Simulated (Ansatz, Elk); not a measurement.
# Bonding as seen by X-rays: NaLiMnO2

Structure refinements treat a crystal as free atoms side by side. For a made-up structure of NaLiMnO2 (cell and positions from a PBEsol relaxation) the runs below show what the calculated density changes in F(hkl).

Method: DFT, PBE, all-electron APW+lo, Dirac cores, scalar-relativistic bands, static density, ferromagnetic start, in Elk 11.2.3 (patched build).

This account leaves out most program logs.

The structure was built from a prototype and need not be the compound's stable phase.

**1. The starting structure**

Symmetry: P3m1, No. 156, trigonal system. Conventional cell: a = 3.324 Å, b = 3.324 Å, c = 5.927 Å, α = 90.00°, β = 90.00°, γ = 120.00°. Nearest to Mn lie 4 O at 1.98 to 2.07 Å. Na has 6 O at 2.49 Å nearest. O has 3 Li at 1.93 Å and 1 Mn at 1.98 Å and 3 Na at 2.49 Å nearest. Nearest to O lie 3 Mn at 2.07 Å and 3 Na at 2.49 Å. Nearest to Li lie 3 O at 1.93 Å. Farther neighbours and most contacts between anions are not listed.

**2. Ground state and structure factors**

An all-electron density is needed, since X-rays see the cores too. Task 0 finds the density and task 195 Fourier-transforms it; tshift is off so that phases refer to the origin typed.

elk.in

```
tasks
  0
  195
  196

xctype
  20

spinpol
  .true.

rgkmax
  7.0

gmaxvr
  14.0

lmaxo
  7

lmaxapw
  8

swidth
  0.002

tshift
  .false.

ramdisk
  .false.

hmaxvr
  5.5

maxscl
  120

epspot
  1e-06

reducebf
  0.8

sppath
  './'

avec
  6.28209445703 -0.00000000000 0.00000000000
  -3.14104722851 5.44045338876 -0.00000000000
  0.00000000000 -0.00000000000 11.20069581796

atoms
  4
  'Mn.in'
  1
  -0.0000000000 0.0000000000 0.3798197266   0.000000 0.000000 -0.185000
  'Na.in'
  1
  0.3333333333 0.6666666667 0.9804979208   0.000000 0.000000 0.000000
  'O.in'
  2
  -0.0000000000 0.0000000000 0.7141469574   0.000000 0.000000 0.000000
  0.6666666667 0.3333333333 0.2489434461   0.000000 0.000000 0.000000
  'Li.in'
  1
  0.6666666667 0.3333333333 0.6783919491   0.000000 0.000000 0.000000

ngridk
  7 7 4
```

Launch:

```console
> OMP_NUM_THREADS=4 elk
```

Elapsed: 5 min, on 4 threads of Arm Neoverse V2, shared host; peak memory 0.33 GiB.

SFACRHO.OUT:

```text

h k l indices transformed by vhmat matrix:
   1.000000000       0.000000000       0.000000000    
   0.000000000       1.000000000       0.000000000    
   0.000000000       0.000000000       1.000000000    

      h      k      l  multipl.   |H|            Re(F)            Im(F)           |F|

      0      0      0      1   0.0000000       55.000002      0.11785556E-15   55.000002    
      0      0     -1      1  0.56096384      -9.7108190      -12.579063       15.891281    
      0      0      1      1  0.56096384      -9.7108190       12.579063       15.891281    
      0      0     -2      1   1.1219277      -3.8754913       17.775848       18.193411    
      0      0      2      1   1.1219277      -3.8754913      -17.775848       18.193411    
      1      0      0      3   1.1549010       17.933208      0.35837654       17.936789    
     -1      0      0      3   1.1549010       17.933208     -0.35837654       17.936789    
      1     -1     -1      3   1.2839302      -14.488899      -13.502885       19.805456    
     -1      0      1      3   1.2839302      -23.914027      -2.2502390       24.019664    
     -1      1     -1      3   1.2839302      -23.914027       2.2502390       24.019664    
      1      0      1      3   1.2839302      -14.488899       13.502885       19.805456    
     -1      1      2      3   1.6101298      -1.3944338      -3.3726061       3.6495093    
      0      1     -2      3   1.6101298      -1.3944338       3.3726061       3.6495093    
      1     -1      2      3   1.6101298      -7.0017588      -26.887508       27.784217    
     -1      1     -2      3   1.6101298      -7.0017588       26.887508       27.784217    
      0      0      3      1   1.6828915       22.654463       9.8860512       24.717579    
      0      0     -3      1   1.6828915       22.654463      -9.8860512       24.717579    
     -1     -1      0      6   2.0003473       32.298533      0.30616126E-13   32.298533
```

Elk indexes on the primitive cell of elk.in and gives |H| = 4π sin θ/λ in inverse bohr. Below, one row stands for each form hkl of the conventional cell (m members, Friedel mates merged), F is for one primitive cell and the density is static (no thermal factor). Free-atom factors are Waasmaier and Kirfel's, and R is Σm||F|−|F'||/Σm|F|.

```csv
hkl,m,sin θ/λ (Å⁻¹),"abs F, DFT",neutral atoms,diff.,abs of complex diff.,ions,diff.
001,2,0.084,15.891,15.932,-0.041,0.199,15.593,+0.298
002,2,0.169,18.193,18.254,-0.061,0.790,18.220,-0.026
100,6,0.174,17.937,17.712,+0.225,0.419,17.968,-0.031
101,6,0.193,19.805,20.194,-0.389,0.439,19.776,+0.030
011,6,0.193,24.020,23.687,+0.332,0.504,24.215,-0.195
102,6,0.242,3.649,3.773,-0.124,0.156,3.756,-0.106
012,6,0.242,27.784,27.722,+0.063,0.074,27.970,-0.185
003,2,0.253,24.718,24.644,+0.074,0.074,24.849,-0.131
110,6,0.301,32.298,32.314,-0.016,0.016,32.392,-0.093
013,6,0.307,16.985,16.923,+0.061,0.066,16.950,+0.034
103,6,0.307,23.679,23.677,+0.002,0.018,23.735,-0.056
111,12,0.312,10.521,10.469,+0.052,0.052,10.554,-0.033
004,2,0.337,9.706,9.718,-0.012,0.040,9.749,-0.043
112,12,0.345,13.322,13.302,+0.020,0.034,13.399,-0.077
```

The ions are Na+, Li+, Mn2+ and O2−, by formal charge.

**3. The magnetisation density**

The same run holds the spin density, and task 196 transforms it. The order is that of the start, and no other was tried.

SFACMAG_1.OUT:

```text

h k l indices transformed by vhmat matrix:
   1.000000000       0.000000000       0.000000000    
   0.000000000       1.000000000       0.000000000    
   0.000000000       0.000000000       1.000000000    

      h      k      l  multipl.   |H|            Re(F)            Im(F)           |F|

      0      0      0      1   0.0000000       4.9999885     -0.43253204E-17   4.9999885    
      0      0     -1      1  0.56096384      -3.0315460      -2.9730806       4.2461134    
      0      0      1      1  0.56096384      -3.0315460       2.9730806       4.2461134    
      0      0     -2      1   1.1219277      0.35057496E-01   3.2464911       3.2466804    
      0      0      2      1   1.1219277      0.35057496E-01  -3.2464911       3.2466804    
      1      0      0      3   1.1549010       3.1597565     -0.84696177E-01   3.1608914    
     -1      0      0      3   1.1549010       3.1597565      0.84696177E-01   3.1608914    
      1     -1     -1      3   1.2839302      -2.0206718      -1.8475991       2.7380170    
     -1      0      1      3   1.2839302      -2.2053982       1.9486762       2.9429781    
     -1      1     -1      3   1.2839302      -2.2053982      -1.9486762       2.9429781    
      1      0      1      3   1.2839302      -2.0206718       1.8475991       2.7380170    
     -1      1      2      3   1.6101298      0.15674960      -2.2570545       2.2624910    
      0      1     -2      3   1.6101298      0.15674960       2.2570545       2.2624910    
      1     -1      2      3   1.6101298      0.73684932E-01  -2.4764445       2.4775405    
     -1      1     -2      3   1.6101298      0.73684932E-01   2.4764445       2.4775405    
      0      0      3      1   1.6828915       1.3772957       1.8117838       2.2758524
```

The total moment is 5.00 μB a cell; sphere moments: Mn1 +4.17, Na2 +0.01, O3 +0.09, O4 +0.19, Li5 +0.01 μB. Polarised neutrons measure spin and orbital magnetisation together; without spin-orbit coupling the run gives the spin part:

| hkl | sin θ/λ (Å⁻¹) | abs F_M (μB) |
| --- | --- | --- |
| 001 | 0.084 | 4.246 |
| 002 | 0.169 | 3.247 |
| 100 | 0.174 | 3.161 |
| 101 | 0.193 | 2.738 |
| 011 | 0.193 | 2.943 |
| 102 | 0.242 | 2.263 |
| 012 | 0.242 | 2.477 |
| 003 | 0.253 | 2.276 |
| 110 | 0.301 | 1.907 |
| 013 | 0.307 | 1.882 |
| 103 | 0.307 | 1.799 |
| 111 | 0.312 | 1.710 |
| 004 | 0.337 | 1.371 |
| 112 | 0.345 | 1.391 |

**4. The highest occupied states alone**

An energy window below the Fermi level keeps the highest occupied states, to see at which angles they scatter; shallow core shells can lie inside it and anion s states outside. No new self-consistency is needed.

elk.in, as its differences from that of step 2:

```diff
@@ -1,5 +1,3 @@
 tasks
-  0
   195
-  196
 
@@ -44,2 +42,5 @@
 
+wsfac
+  -0.257100 0.483900
+
 sppath
```

Launch:

```console
> OMP_NUM_THREADS=4 elk
```

Run time: 6.9 s. Hardware: 4 threads; peak memory 0.16 GiB; 11 s of CPU time.

States within 12 eV below the Fermi level hold 17.00 electrons; any levels below the window count with the cores. Their amplitudes can exceed the total, where window and core parts have opposite phase:

```
hkl  sin θ/λ (Å⁻¹)  abs F, window  abs F, all
001          0.084          5.742      15.891
002          0.169          6.296      18.193
100          0.174          5.820      17.937
101          0.193          2.072      19.805
011          0.193          5.744      24.020
102          0.242          0.686       3.649
012          0.242          3.693      27.784
003          0.253          3.051      24.718
110          0.301          4.905      32.298
013          0.307          4.632      16.985
```

**5. Another functional**

The difference from free atoms is small, so it is set against the change that PBEsol makes.

elk.in, as its differences from that of step 4:

```diff
@@ -1,6 +1,8 @@
 tasks
+  0
   195
+  196
 
 xctype
-  20
+  22
 
@@ -42,5 +44,2 @@
 
-wsfac
-  -0.257100 0.483900
-
 sppath
```

Launch:

```console
> OMP_NUM_THREADS=4 elk
```

Elapsed: 4.9 min, on 4 threads; peak memory 0.32 GiB; 19 min of CPU time.

Against the first run R = 0.06 %; the largest change is -0.045 at 110. The moment goes from 5.00 to 5.00 μB.

**6. A coarser k-mesh**

About half the k-points along each axis test the sampling.

elk.in, as its differences from that of step 5:

```diff
@@ -6,3 +6,3 @@
 xctype
-  22
+  20
 
@@ -69,2 +69,2 @@
 ngridk
-  7 7 4
+  4 4 2
```

Launch:

```console
> OMP_NUM_THREADS=4 elk
```

It took 85 s on 4 threads; peak memory 0.32 GiB; 4.3 min of CPU time.

Against the first run R = 0.00 %; the largest change is -0.002 at 002. The moment goes from 5.00 to 5.00 μB.

**7. With a Hubbard U**

A Hubbard U is put on the d shell, to see how far it moves the factors.

elk.in, as its differences from that of step 6:

```diff
@@ -69,2 +69,6 @@
 ngridk
-  4 4 2
+  7 7 4
+
+dft+u
+  1 1
+  1 2 0.143322 0.000000
```

Launch:

```console
> OMP_NUM_THREADS=4 elk
```

Wall time 5.5 min (4 threads); peak memory 0.32 GiB; 21 min of CPU time.

Against the first run R = 0.03 %; the largest change is +0.033 at 011. The moment goes from 5.00 to 5.00 μB.

**8. Settings against the effect**

| run | R against the first run (%) | R against neutral atoms, low angle (%) | wall time |
| --- | --- | --- | --- |
| PBE, rgkmax 7 | 0.00 | 1.06 | 5 min |
| PBEsol | 0.06 | 0.96 | 4.9 min |
| k-mesh 4×4×2 | 0.00 | 1.06 | 85 s |
| PBE+U | 0.03 | 1.11 | 5.5 min |

**9. Summary of results**

- R against neutral atoms, sin θ/λ < 0.3 Å⁻¹: 1.06 %
- R against neutral atoms, 0.3 to 0.82 Å⁻¹: 0.22 %
- R against ions, below 0.3 Å⁻¹: 0.62 %

**Reading.** Independent neutral atoms miss the calculated amplitudes by R = 1.06 % below 0.3 Å⁻¹ and 0.22 % from there to 0.82 Å⁻¹; by shells, 0.26 % below 0.15 Å⁻¹ (1 form), 1.10 % 0.15 to 0.3 (7 forms), 0.19 % 0.3 to 0.45 (17 forms), 0.23 % above 0.45 (105 forms). Bonding, aspherical density and the tables' own atoms all enter these figures, and the runs don't part them. The largest change of an amplitude is -0.39 electrons, at 101. R counts amplitudes alone; phases shift too. Formal ions give R = 0.62 % at low angle, nearer than neutral atoms. The magnetic order is that of the start. No other order was tried here, and an antiferromagnetic one would change or move the magnetic intensity. The window's part falls from 17.0 electrons at the origin to at most 1.25 between 0.45 and 0.82 Å⁻¹, where compact states inside the window still scatter. Below 0.3 Å⁻¹ the changes that finished (PBEsol, k-mesh 4×4×2 and PBE+U) move F by R = 0.10 % at most, against the 1.06 % that separates it from free atoms. The magnetic factors move by R = 0.4 % (PBEsol), 0.1 % (k-mesh 4×4×2) and 5.0 % (PBE+U), so they aren't settled to better than that. The basis has no finished test. Part of the difference isn't bonding: the tables are fits to free atoms and ions calculated by other methods than this functional. Thermal motion, anomalous dispersion and extinction are left out.

[Logs are printed without paths, hosts, clocks, repeated set-up lines and the standing remarks that a program may print on its own settings, such as how far it seeks lower states.]

[Hosts, paths, dates, database ids (printed as entryN), source tags and the programs' standing remarks are cut or masked in the printed files.]
